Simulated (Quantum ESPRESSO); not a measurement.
## Magnetic state of BaFeO3 from several starts

Wanted: the moments of BaFeO3 and the energy of each order that was tried.

Program: Quantum ESPRESSO 7.5. Level of theory: PBEsol with U = 4.5 eV on Fe d (ortho-atomic projectors); plane waves with GBRV 1.5 PBEsol potentials, no spin-orbit coupling. Results are calculated unless marked as measured.

### Step 1. Starting point

It takes space group Pm-3m (No. 221, cubic). The conventional cell has a = 3.952 Å, b = 3.952 Å, c = 3.952 Å, α = 90.00°, β = 90.00°, γ = 90.00°. Ba has 12 O at 2.79 Å nearest. Nearest to Fe lie 6 O at 1.98 Å. Nearest to O lie 2 Fe at 1.98 Å and 4 Ba at 2.79 Å. Farther neighbours and most contacts between anions are not listed.

Coordinates:

```cif
data_structure
_symmetry_space_group_name_H-M 'Pm-3m'
_symmetry_Int_Tables_number 221
_cell_length_a 3.9516
_cell_length_b 3.9516
_cell_length_c 3.9516
_cell_angle_alpha 90.000
_cell_angle_beta 90.000
_cell_angle_gamma 90.000
_cell_volume 61.70
loop_
_atom_site_label
_atom_site_type_symbol
_atom_site_symmetry_multiplicity
_atom_site_Wyckoff_symbol
_atom_site_fract_x
_atom_site_fract_y
_atom_site_fract_z
_atom_site_occupancy
Ba1 Ba 1 a 0.00000 0.00000 0.00000 1
Fe1 Fe 1 b 0.50000 0.50000 0.50000 1
O1 O 3 c 0.00000 0.50000 0.50000 1
```

The cell comes from Materials Project 2023-11-01, a database of computed structures, and need not be the stable phase.

### Step 2. Run 1, typed as ferro +

The signs are those of the starting moments on the seeded atoms, the atoms that are given a moment.

pw.in

```
&CONTROL
  calculation = 'scf'
  prefix = 'pwscf'
  outdir = './tmp'
  pseudo_dir = './pseudo'
  disk_io = 'nowf'
/
&SYSTEM
  ibrav = 0
  nat = 5
  ntyp = 3
  ecutwfc = 40
  ecutrho = 280
  nbnd = 33
  occupations = 'smearing'
  smearing = 'fd'
  degauss = 0.00367493
  nspin = 2
  starting_magnetization(1) = 0
  starting_magnetization(2) = 0.25
  starting_magnetization(3) = 0
/
&ELECTRONS
  conv_thr = 1d-08
  electron_maxstep = 150
  mixing_beta = 0.3
/
ATOMIC_SPECIES
Ba    137.3270 ba_pbesol_v1.uspp.F.UPF
Fe     55.8450 fe_pbesol_v1.5.uspp.F.UPF
O      15.9990 o_pbesol_v1.2.uspp.F.UPF
CELL_PARAMETERS angstrom
   3.9515666733    0.0000000000    0.0000000000
   0.0000000000    3.9515666733    0.0000000000
   0.0000000000    0.0000000000    3.9515666733
ATOMIC_POSITIONS crystal
Ba      0.0000000000    0.0000000000    0.0000000000
Fe      0.5000000000    0.5000000000    0.5000000000
O       0.0000000000    0.5000000000    0.5000000000
O       0.5000000000    0.0000000000    0.5000000000
O       0.5000000000    0.5000000000    0.0000000000
K_POINTS automatic
6 6 6 0 0 0
HUBBARD {ortho-atomic}
U Fe-3d 4.5000
```

The run is started by

```
> OMP_NUM_THREADS=1 mpirun -n 4 pw.x -nk 4 -in pw.in > pw.out
```

What it wrote:

```text
Program PWSCF v.7.5 starts

     Message from routine setup:
     using ibrav=0 with symmetry is DISCOURAGED, use correct ibrav instead

     K-points division:     npool     =       4
     Subspace diagonalization in iterative solution of the eigenvalue problem:

     G-vector sticks info
     --------------------
     sticks:   dense  smooth     PW     G-vecs:    dense   smooth      PW
     Sum        1237     709    221                32987    14147    2517

     Using Slab Decomposition

     bravais-lattice index     =            0
     lattice parameter (alat)  =       7.4674  a.u.
     unit-cell volume          =     416.3941 (a.u.)^3
     number of atoms/cell      =            5
     number of atomic types    =            3
     number of electrons       =        44.00
     number of Kohn-Sham states=           33
     kinetic-energy cutoff     =      40.0000  Ry
     charge density cutoff     =     280.0000  Ry
     scf convergence threshold =      1.0E-08
     mixing beta               =       0.3000
     number of iterations used =            8  plain     mixing
     Exchange-correlation= SLA  PW   PSX  PSC
                           (   1   4  10   8   0   0   0)
     Hubbard projectors: ortho-atomic
     Hubbard parameters of DFT+U (Dudarev formulation) in eV:
     U(Fe-3d) =  4.5000

     Internal variables: lda_plus_u =T, lda_plus_u_kind = 0

     Internal variables: orbital_resolved =F, hub_pot_fix =F, apply_U = F

     celldm(1)=   7.467379  celldm(2)=   0.000000  celldm(3)=   0.000000
     celldm(4)=   0.000000  celldm(5)=   0.000000  celldm(6)=   0.000000

     crystal axes: (cart. coord. in units of alat)
               a(1) = (   1.000000   0.000000   0.000000 )
               a(2) = (   0.000000   1.000000   0.000000 )
               a(3) = (   0.000000   0.000000   1.000000 )

     reciprocal axes: (cart. coord. in units 2 pi/alat)
               b(1) = (  1.000000  0.000000  0.000000 )
               b(2) = (  0.000000  1.000000  0.000000 )
               b(3) = (  0.000000  0.000000  1.000000 )

     PseudoPot. # 1 for Ba read from file:
     ba_pbesol_v1.uspp.F.UPF
     Pseudo is Ultrasoft + core correction, Zval = 10.0
     Generated by new atomic code, or converted to UPF format
     Using radial grid of  907 points,  7 beta functions with:
                l(1) =   0
                l(2) =   0
                l(3) =   1
                l(4) =   1
                l(5) =   2
                l(6) =   2
                l(7) =   3
     Q(r) pseudized with  6 coefficients,  rinner =    1.700   1.700   1.700
                                                       1.700   1.700   1.700
                                                       1.700

     PseudoPot. # 2 for Fe read from file:
     fe_pbesol_v1.5.uspp.F.UPF
     Pseudo is Ultrasoft + core correction, Zval = 16.0
     Generated by new atomic code, or converted to UPF format
     Using radial grid of  861 points,  6 beta functions with:
                l(1) =   0
                l(2) =   0
                l(3) =   1
                l(4) =   1
                l(5) =   2
                l(6) =   2
     Q(r) pseudized with  8 coefficients,  rinner =    1.000   1.000   1.000
                                                       1.000   1.000

     PseudoPot. # 3 for O  read from file:
     o_pbesol_v1.2.uspp.F.UPF
     Pseudo is Ultrasoft + core correction, Zval =  6.0
     Generated by new atomic code, or converted to UPF format
     Using radial grid of  737 points,  5 beta functions with:
                l(1) =   0
                l(2) =   0
                l(3) =   1
                l(4) =   1
                l(5) =   2
     Q(r) pseudized with  8 coefficients,  rinner =    0.900   0.900   0.900
                                                       0.900   0.900

     atomic species   valence    mass     pseudopotential
     Ba               10.00   137.32700     Ba( 1.00)
     Fe               16.00    55.84500     Fe( 1.00)
     O                 6.00    15.99900     O ( 1.00)

     Starting magnetic structure
     atomic species   magnetization
     Ba              0.000
     Fe              0.250
     O               0.000

     48 Sym. Ops., with inversion, found

   Cartesian axes

     site n.     atom                  positions (alat units)
         1        Ba     tau(   1) = (   0.0000000   0.0000000   0.0000000  )
         2        Fe     tau(   2) = (   0.5000000   0.5000000   0.5000000  )
         3        O      tau(   3) = (   0.0000000   0.5000000   0.5000000  )
         4        O      tau(   4) = (   0.5000000   0.0000000   0.5000000  )
         5        O      tau(   5) = (   0.5000000   0.5000000   0.0000000  )

     number of k points=    20  Fermi-Dirac smearing, width (Ry)=  0.0037
                       cart. coord. in units 2pi/alat
        k(    1) = (   0.0000000   0.0000000   0.0000000), wk =   0.0046296
        k(    2) = (   0.0000000   0.0000000   0.1666667), wk =   0.0277778
        k(    3) = (   0.0000000   0.0000000   0.3333333), wk =   0.0277778
        k(    4) = (   0.0000000   0.0000000  -0.5000000), wk =   0.0138889
        k(    5) = (   0.0000000   0.1666667   0.1666667), wk =   0.0555556
        [... 15 further k-points ...]

     Dense  grid:    32987 G-vectors     FFT dimensions: (  40,  40,  40)

     Smooth grid:    14147 G-vectors     FFT dimensions: (  32,  32,  32)

     Check: negative core charge=   -0.000020
     Generating pointlists ...
     new r_m :   0.2917 (alat units)  2.1781 (a.u.) for type    1
     new r_m :   0.2063 (alat units)  1.5401 (a.u.) for type    2
     new r_m :   0.2063 (alat units)  1.5401 (a.u.) for type    3

     Initial potential from superposition of free atoms

     starting charge      42.9862, renormalised to      44.0000

     negative rho (up, down):  4.902E-02 4.905E-02

     STARTING HUBBARD OCCUPATIONS:

     =================== HUBBARD OCCUPATIONS ===================
     ------------------------ ATOM    2 ------------------------
     Tr[ns(  2)] (up, down, total) =   5.00000  0.00000  5.00000
     Atomic magnetic moment for atom   2 =   5.00000
     [... lines left out ...]
     Number of occupied Hubbard levels =    5.0000

     Atomic wfc used for Hubbard projectors are orthogonalized

     Starting wfcs are   38 randomized atomic wfcs

     Self-consistent Calculation

     iteration #  1     ecut=    40.00 Ry     beta= 0.30
     Davidson diagonalization with overlap
     ethr =  1.00E-02,  avg # of iterations =  5.5

     =================== HUBBARD OCCUPATIONS ===================
     ------------------------ ATOM    2 ------------------------
     Tr[ns(  2)] (up, down, total) =   4.53804  0.38147  4.91952
     Atomic magnetic moment for atom   2 =   4.15657
     [... lines left out ...]
     Number of occupied Hubbard levels =    4.9195

     negative rho (up, down):  4.731E-02 4.733E-02

     total energy              =    -416.83258277 Ry
     estimated scf accuracy    <       1.18867853 Ry

     total magnetization       =     4.00 Bohr mag/cell
     absolute magnetization    =     4.44 Bohr mag/cell

     iteration #  2     ecut=    40.00 Ry     beta= 0.30
     Davidson diagonalization with overlap
     ethr =  2.70E-03,  avg # of iterations =  2.0

     negative rho (up, down):  4.661E-02 4.665E-02

     total energy              =    -416.97983733 Ry
     estimated scf accuracy    <       1.13900879 Ry

     total magnetization       =     3.94 Bohr mag/cell
     absolute magnetization    =     3.95 Bohr mag/cell

     iteration #  3     ecut=    40.00 Ry     beta= 0.30
     Davidson diagonalization with overlap
     ethr =  2.59E-03,  avg # of iterations =  1.1

     negative rho (up, down):  4.535E-02 4.542E-02

     total energy              =    -417.14402396 Ry
     estimated scf accuracy    <       0.09182748 Ry

     total magnetization       =     4.00 Bohr mag/cell
     absolute magnetization    =     4.34 Bohr mag/cell

     [... further iterations left out ...]

     iteration # 10     ecut=    40.00 Ry     beta= 0.30
     Davidson diagonalization with overlap
     ethr =  1.28E-08,  avg # of iterations =  1.1

     negative rho (up, down):  4.345E-02 4.352E-02

     total energy              =    -417.16018460 Ry
     estimated scf accuracy    <       0.00000030 Ry

     total magnetization       =     4.09 Bohr mag/cell
     absolute magnetization    =     4.36 Bohr mag/cell

     iteration # 11     ecut=    40.00 Ry     beta= 0.30
     Davidson diagonalization with overlap
     ethr =  6.81E-10,  avg # of iterations =  2.0

     negative rho (up, down):  4.345E-02 4.352E-02

     total energy              =    -417.16018485 Ry
     estimated scf accuracy    <       0.00000012 Ry

     total magnetization       =     4.09 Bohr mag/cell
     absolute magnetization    =     4.36 Bohr mag/cell

     iteration # 12     ecut=    40.00 Ry     beta= 0.30
     Davidson diagonalization with overlap
     ethr =  2.83E-10,  avg # of iterations =  1.0

     negative rho (up, down):  4.345E-02 4.352E-02

     total energy              =    -417.16018486 Ry
     estimated scf accuracy    <       0.00000010 Ry

     total magnetization       =     4.09 Bohr mag/cell
     absolute magnetization    =     4.36 Bohr mag/cell

     iteration # 13     ecut=    40.00 Ry     beta= 0.30
     Davidson diagonalization with overlap
     ethr =  2.20E-10,  avg # of iterations =  1.5

     negative rho (up, down):  4.345E-02 4.352E-02

     Magnetic moment per site  (integrated on atomic sphere of radius R)
     atom   1 (R=0.292)  charge=  6.7893  magn=  0.0070
     atom   2 (R=0.206)  charge= 12.9190  magn=  3.6111
     atom   3 (R=0.206)  charge=  5.3714  magn=  0.0448
     atom   4 (R=0.206)  charge=  5.3714  magn=  0.0448
     atom   5 (R=0.206)  charge=  5.3714  magn=  0.0448

     End of self-consistent calculation

     =================== HUBBARD OCCUPATIONS ===================
     ------------------------ ATOM    2 ------------------------
     Tr[ns(  2)] (up, down, total) =   4.79962  0.91927  5.71889
     Atomic magnetic moment for atom   2 =   3.88035
     [... lines left out ...]
     Number of occupied Hubbard levels =    5.7189

     [... lines left out ...]
     the Fermi energy is    10.5426 ev

!    total energy              =    -417.16018488 Ry
     estimated scf accuracy    <          2.2E-09 Ry
     smearing contrib. (-TS)   =      -0.00085632 Ry
     internal energy E=F+TS    =    -417.15932856 Ry

     The total energy is F=E-TS. E is the sum of the following terms:
     one-electron contribution =    -202.66163585 Ry
     hartree contribution      =     126.57842812 Ry
     xc contribution           =     -78.22894183 Ry
     ewald contribution        =    -262.99924106 Ry
     Hubbard energy            =       0.15206205 Ry

     total magnetization       =     4.09 Bohr mag/cell
     absolute magnetization    =     4.36 Bohr mag/cell

     convergence has been achieved in  13 iterations

=------------------------------------------------------------------------------=
   JOB DONE.
=------------------------------------------------------------------------------=
```

Wall time 15 s (4 MPI ranks of Arm Neoverse V1, shared host); peak memory 0.59 GiB.

Spin moment in the atom's sphere by atom:

```
atom  spin moment in the atom's sphere (μB)
 Ba1                                   0.01
 Fe2                                   3.61
  O3                                   0.04
  O4                                   0.04
  O5                                   0.04
```

Read from the output:

| Item | Value |
| --- | --- |
| smearing term TS | 0.01165 eV |
| magnetization | 4.093 μB |
| absolute magnetization | 4.36 μB |
| final state | ferromagnetic |

(Continued in part 2 of 2.)

[Logs and program files are shortened in this print: banners, set-up blocks, solver, clock and traceback lines can be left out without a mark of their own.]

[Logs are printed without paths, hosts, clocks, repeated set-up lines and the standing remarks that a program may print on its own settings, such as how far it seeks lower states.]

[Hosts, paths, dates, database ids (printed as entryN), source tags and the programs' standing remarks are cut or masked in the printed files.]

[Where a cell is said to come from a database of computed structures, the database is the Materials Project.]
